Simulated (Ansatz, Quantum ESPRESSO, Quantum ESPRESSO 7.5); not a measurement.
**F-SiC-F chair, 1 layer: biaxial strain by an ASE script**

How do the band edges of F-SiC-F chair, 1 layer move against the vacuum when the sheet is stretched?

Calculated with Quantum ESPRESSO 7.5; plane-wave DFT, PBE, GBRV ultrasoft pseudopotentials (geometry by Ansatz 0.2.0 with PAW datasets; geometry under PBE).

Report form: the programs' logs are mostly left out.

### 1. Set-up

The cell holds 4 atoms: 2 F, 1 C and 1 Si. Cell: a = 3.086 Å, b = 3.086 Å, c = 18.633 Å, α = 90.0°, β = 90.0°, γ = 120.0°. Vacuum lies along c.

This sheet is a model structure: its symmetry is held, and its stability is not tested here.

### 2. Relaxation with Ansatz

A relaxation in Ansatz fixes the structure of this slab for the runs on it.

The input, input.yaml:

```yaml
crystal:
  lattice:
    - [3.0855, 0.0, 0.0]
    - [-1.54275, 2.6721213834, 0.0]
    - [0.0, 0.0, 18.6333333333]
  atoms:
    - { symbol: F, position: [0.6666666667, 0.3333333333, 0.4025044723] }
    - { symbol: C, position: [0.6666666667, 0.3333333333, 0.473881932] }
    - { symbol: Si, position: [0.3333333333, 0.6666666667, 0.5073345259] }
    - { symbol: F, position: [0.3333333333, 0.6666666667, 0.5974955277] }
kpoints:
  mp_grid: { grid: [12, 12, 1] }
hamiltonian:
  xc: pbe
scf:
  occupations: { method: fermi_dirac, width: 0.05 }
  convergence: { dr2_threshold: 1.0e-08 }
efield:
  axis: 3
  dipole_correction: true
  ramp_position: 0.97
  ramp_width: 0.04
relax:
  f_tol: 0.01
  cell: { fix: [c, alpha, beta] }
output:
  write_potential: true
  write_density: true
  volumetric_format: npy
```

Started as:

```bash
$ ansatz run input.yaml --threads 2 --pin off --max-ram 4096MiB --backend cpu --events-out ev --progress --plain --runs-dir out
```

Run time: 18 s. Hardware: 2 threads of Arm Neoverse V2, shared host; peak memory 0.38 GiB.

Step by step:

| step | energy less that of the first step (eV) | largest force component (eV/Å) | pressure (GPa) | volume (Å³) |
| --- | --- | --- | --- | --- |
| 1 | 0.0000 | 3.7796 | 1.99 | 153.63 |
| 2 | -0.2275 | 1.6739 | 0.51 | 158.17 |
| 3 | -0.3000 | 0.4717 | 0.27 | 161.75 |
| 4 | -0.3051 | 0.1642 | -0.03 | 161.12 |
| 5 | -0.3057 | 0.0308 | 0.00 | 161.11 |
| 6 | -0.3057 | 0.0003 | -0.01 | 161.11 |
| 7* | -0.3204 | 0.0022 | 0.15 | 161.11 |
| 8 | -0.3200 | 0.0063 | 0.03 | 161.88 |
| 9* | -0.3210 | 0.0064 | 0.04 | 161.88 |

Relaxation steps marked * repeat the geometry before them on a plane-wave basis chosen anew for their cell, so energy and pressure can jump there.

| cell as run | before | after | change |
| --- | --- | --- | --- |
| a (Å) | 3.086 | 3.167 | +2.7 % |
| b (Å) | 3.086 | 3.167 | +2.7 % |

The atoms that moved most (Å, along periodic axes as changes of fractional coordinates times the final cell, across vacuum about the mean position):

| atom | dx | dy | dz | length |
| --- | --- | --- | --- | --- |
| C2 | 0.000 | 0.000 | 0.073 | 0.073 |
| F4 | 0.000 | 0.000 | -0.059 | 0.059 |
| F1 | 0.000 | 0.000 | -0.032 | 0.032 |
| Si3 | 0.000 | 0.000 | 0.018 | 0.018 |

The relaxed structure:

```xyz
4
Lattice="3.1673 0.0000 0.0000 -1.5836 2.7429 0.0000 0.0000 0.0000 18.6333" Properties=species:S:1:pos:R:3
F     1.5836    0.9143    7.4683
C     1.5836    0.9143    8.9027
Si    0.0000    1.8286    9.4715
F     0.0000    1.8286   11.0741
```

Read from the output:

* free energy: -2503.2075 eV
* Fermi energy: -3.087 eV
* gap by band count: 1.951 eV
* symmetry operations: 6
* dipole along the normal: -0.004042 e·Å
* vacuum level at the upper face over a Fermi level inside the gap: 6.567 eV
* vacuum level at the lower face over a Fermi level inside the gap: 6.482 eV

### 3. The script

Under ESM bc1 levels count from the vacuum, or from the mean of the two vacuum levels where the sheet has a dipole, so band edges at unlike strains can be compared.

Level of this step: plane-wave DFT, PBE, GBRV ultrasoft pseudopotentials (Quantum ESPRESSO 7.5).

The input, run.py:

```python
import json
import numpy as np
from ase import Atoms
from ase.calculators.espresso import Espresso, EspressoProfile

profile = EspressoProfile(command='mpirun -n 2 pw.x -nk 2', pseudo_dir='../pseudo')
pseudopotentials = {'C': 'c_pbe_v1.2.uspp.F.UPF', 'F': 'f_pbe_v1.4.uspp.F.UPF', 'Si': 'si_pbe_v1.uspp.F.UPF'}
system = {'ecutwfc': 40, 'ecutrho': 200, 'occupations': 'smearing', 'smearing': 'fd', 'degauss': 0.002}


def calculator(name, kpts, **extra):
    data = dict(control=dict(tprnfor=True, verbosity='high', disk_io='none'),
                system=system | extra,
                electrons=dict(conv_thr=1e-09, mixing_beta=0.4, mixing_mode='plain',
                               electron_maxstep=100))
    return Espresso(profile=profile, directory=name, pseudopotentials=pseudopotentials, kpts=kpts, input_data=data)


def centre(atoms):
    z = atoms.positions[:, 2]
    atoms.positions[:, 2] -= (z.max() + z.min()) / 2  # ESM wants the slab about z = 0
    return atoms

sheet = Atoms(
    ['F', 'C', 'Si', 'F'],
    scaled_positions=[
        [0.6666666667, 0.3333333333, 0.4008032200],
        [0.6666666667, 0.3333333333, 0.4777846530],
        [0.3333333333, 0.6666666667, 0.5083100161],
        [0.3333333333, 0.6666666667, 0.5943185688]],
    cell=[
        [3.167266832360, 0.000000000000, 0.000000000000],
        [-1.583633416180, 2.742933537388, 0.000000000000],
        [0.000000000000, 0.000000000000, 18.633333333300]],
    pbc=True)

rows = []
for strain in [-0.03, -0.015, 0.0, 0.015, 0.03]:
    atoms = sheet.copy()
    atoms.set_cell(sheet.cell.array * [[1 + strain], [1 + strain], [1]], scale_atoms=True)
    atoms = centre(atoms)
    atoms.calc = calculator(f's{strain:+.3f}', (12, 12, 1), assume_isolated='esm', esm_bc='bc1', nbnd=15)
    energy = atoms.get_potential_energy()
    levels = np.array([atoms.calc.get_eigenvalues(kpt=i) for i in range(len(atoms.calc.get_ibz_k_points()))])
    top, bottom = levels[:, 10].max(), levels[:, 11].min()
    direct = (levels[:, 11] - levels[:, 10]).min()
    rows.append([strain, energy, top, bottom, direct])
    print(f'strain {strain:+.3f}: E = {energy:.5f} eV, valence top {top:.3f}, conduction bottom {bottom:.3f}, '
          f'gap {bottom - top:.3f}, least direct gap {direct:.3f} eV')

x, energy, top, bottom, direct = np.array(rows).T
area = np.linalg.norm(np.cross(*sheet.cell[:2]))
stiffness = np.polyfit(x, energy, 2)[0] / area * 16.0218  # C11 + C12, heights clamped
print(f'valence and conduction edges move by {np.polyfit(x, top, 1)[0]:.2f} and {np.polyfit(x, bottom, 1)[0]:.2f} eV per unit biaxial strain')
print(f'C11 + C12 with clamped heights: {stiffness:.1f} N/m')
json.dump(dict(rows=rows, stiffness=stiffness), open('result.json', 'w'))
```

Started as:

```bash
$ OMP_NUM_THREADS=1 python run.py
```

It took 2.2 min on 2 MPI ranks; peak memory 0.36 GiB; 4.4 min of CPU time.

Read from the output:

```
biaxial stiffness : 146.7 N/m
```

Table of band edge from the vacuum level by biaxial strain:

| biaxial strain (%) | valence top (eV) | conduction bottom (eV) |
| --- | --- | --- |
| -3.00 | -7.66 | -5.79 |
| -1.50 | -7.63 | -5.72 |
| 0.00 | -7.61 | -5.66 |
| 1.50 | -7.57 | -5.61 |
| 3.00 | -7.53 | -5.57 |

Gap against biaxial strain:

| biaxial strain (%) | on the mesh (eV) | least direct (eV) |
| --- | --- | --- |
| -3.00 | 1.87 | 1.87 |
| -1.50 | 1.91 | 1.91 |
| 0.00 | 1.94 | 1.94 |
| 1.50 | 1.96 | 1.96 |
| 3.00 | 1.96 | 1.96 |

Energy over the lowest against biaxial strain:

| biaxial strain (%) | energy over the lowest (meV) |
| --- | --- |
| -3.00 | 80.4 |
| -1.50 | 19.8 |
| 0.00 | 0 |
| 1.50 | 15.8 |
| 3.00 | 62.7 |

### 4. The script: PBE, PseudoDojo norm-conserving

Level of this step: plane-wave DFT, PBE, PseudoDojo norm-conserving pseudopotentials (Quantum ESPRESSO 7.5).

run.py is the input of step 3 with these lines changed:

```diff
@@ -6,4 +6,4 @@
 profile = EspressoProfile(command='mpirun -n 2 pw.x -nk 2', pseudo_dir='../pseudo')
-pseudopotentials = {'C': 'c_pbe_v1.2.uspp.F.UPF', 'F': 'f_pbe_v1.4.uspp.F.UPF', 'Si': 'si_pbe_v1.uspp.F.UPF'}
-system = {'ecutwfc': 40, 'ecutrho': 200, 'occupations': 'smearing', 'smearing': 'fd', 'degauss': 0.002}
+pseudopotentials = {'C': 'C.dojo-sr-pbe-0.4.1-standard.upf', 'F': 'F.dojo-sr-pbe-0.4.1-standard.upf', 'Si': 'Si.dojo-sr-pbe-0.4.1-standard.upf'}
+system = {'ecutwfc': 74, 'ecutrho': 296, 'occupations': 'smearing', 'smearing': 'fd', 'degauss': 0.002}
```

Started as:

```bash
$ OMP_NUM_THREADS=1 python run.py
```

Elapsed: 6 min, on 2 MPI ranks; peak memory 0.35 GiB; 12 min of CPU time.

This step gave:

```
biaxial stiffness : 146.9 N/m
```

Table of band edge from the vacuum level by biaxial strain:

| biaxial strain (%) | valence top (eV) | conduction bottom (eV) |
| --- | --- | --- |
| -3.00 | -7.61 | -5.74 |
| -1.50 | -7.58 | -5.68 |
| 0.00 | -7.56 | -5.62 |
| 1.50 | -7.52 | -5.57 |
| 3.00 | -7.49 | -5.53 |

The gap by biaxial strain:

| biaxial strain (%) | on the mesh (eV) | least direct (eV) |
| --- | --- | --- |
| -3.00 | 1.87 | 1.87 |
| -1.50 | 1.91 | 1.91 |
| 0.00 | 1.94 | 1.94 |
| 1.50 | 1.96 | 1.96 |
| 3.00 | 1.96 | 1.96 |

The energy over the lowest by biaxial strain:

| biaxial strain (%) | energy over the lowest (meV) |
| --- | --- |
| -3.00 | 82.6 |
| -1.50 | 21.0 |
| 0.00 | 0 |
| 1.50 | 14.8 |
| 3.00 | 60.8 |

### 5. The script, with ecutwfc = 10

Another try, with an input changed as a hurried user might.

Level of this step: plane-wave DFT, PBE, GBRV ultrasoft pseudopotentials (Quantum ESPRESSO 7.5).

run.py is the input of step 3 with these lines changed:

```diff
@@ -7,3 +7,3 @@
 pseudopotentials = {'C': 'c_pbe_v1.2.uspp.F.UPF', 'F': 'f_pbe_v1.4.uspp.F.UPF', 'Si': 'si_pbe_v1.uspp.F.UPF'}
-system = {'ecutwfc': 40, 'ecutrho': 200, 'occupations': 'smearing', 'smearing': 'fd', 'degauss': 0.002}
+system = {'ecutwfc': 10, 'ecutrho': 200, 'occupations': 'smearing', 'smearing': 'fd', 'degauss': 0.002}
 
@@ -14,3 +14,3 @@
                 electrons=dict(conv_thr=1e-09, mixing_beta=0.4, mixing_mode='plain',
-                               electron_maxstep=100))
+                               electron_maxstep=60))
     return Espresso(profile=profile, directory=name, pseudopotentials=pseudopotentials, kpts=kpts, input_data=data)
@@ -37,3 +37,3 @@
 rows = []
-for strain in [-0.03, -0.015, 0.0, 0.015, 0.03]:
+for strain in [-0.03, -0.015, 0.0]:
     atoms = sheet.copy()
```

Started as:

```bash
$ OMP_NUM_THREADS=1 python run.py
```

Elapsed: 18 s, on 2 MPI ranks; peak memory 0.3 GiB.

The run finished, but its numbers are not taken as the system's. The fault: a cutoff far too low.

Beside the run it was changed from:

| quantity | this run | unchanged run | difference |
| --- | --- | --- | --- |
| biaxial stiffness (N/m) | -576.3 | 146.7 | -723 |
| wall time (s) | 18 | 133 |  |
| SCF iterations | 40 | 82 |  |

The changed run covers the first three points of the series alone, which enters its fits and its time.

The physical values in this table move by up to 4.9e+02 %.

### 6. By hand

Under equal strain ε in the plane, E = A (C11 + C12) ε². From the points at ±1.5 %: d²E/dε² = (19.82 + 15.77 − 2 × 0.00) meV / 0.015² = 158 eV, and 158/(2 × 8.688 Å²) × 16.02 = 146 N/m.

### 7. Summary of results

```
C11 + C12, heights clamped, PBE, GBRV ultrasoft                                         : 147 N/m
gap on the mesh at zero strain, PBE, GBRV ultrasoft                                     : 1.94 eV
valence top below the vacuum at zero strain, PBE, GBRV ultrasoft                        : 7.61 eV
shift of the valence top per unit biaxial strain, PBE, GBRV ultrasoft                   : 2.2 eV
shift of the conduction bottom per unit biaxial strain, PBE, GBRV ultrasoft             : 3.7 eV
C11 + C12, heights clamped, PBE, PseudoDojo norm-conserving                             : 147 N/m
gap on the mesh at zero strain, PBE, PseudoDojo norm-conserving                         : 1.94 eV
valence top below the vacuum at zero strain, PBE, PseudoDojo norm-conserving            : 7.56 eV
shift of the valence top per unit biaxial strain, PBE, PseudoDojo norm-conserving       : 2.0 eV
shift of the conduction bottom per unit biaxial strain, PBE, PseudoDojo norm-conserving : 3.6 eV
```

**Reading.** The sheet's biaxial stiffness comes to 147 N/m and its gap at zero strain to 1.94 eV (PBE, GBRV ultrasoft). From −3 % to +3 % the gap on the mesh goes from 1.87 to 1.96 eV; it is direct at every strain. Heights are clamped under strain, which makes a sheet with several atomic planes too stiff. Semilocal gaps are too small.

[Logs are printed without paths, hosts, clocks, repeated set-up lines and the standing remarks that a program may print on its own settings, such as how far it seeks lower states.]

[Hosts, paths, dates, database ids (printed as entryN), source tags and the programs' standing remarks are cut or masked in the printed files.]

[Maps of the electrostatic potential energy from Ansatz leave out the sawtooth potential of an applied field or a dipole correction, so their vacuum need not be flat; planar profiles and work functions include it.]
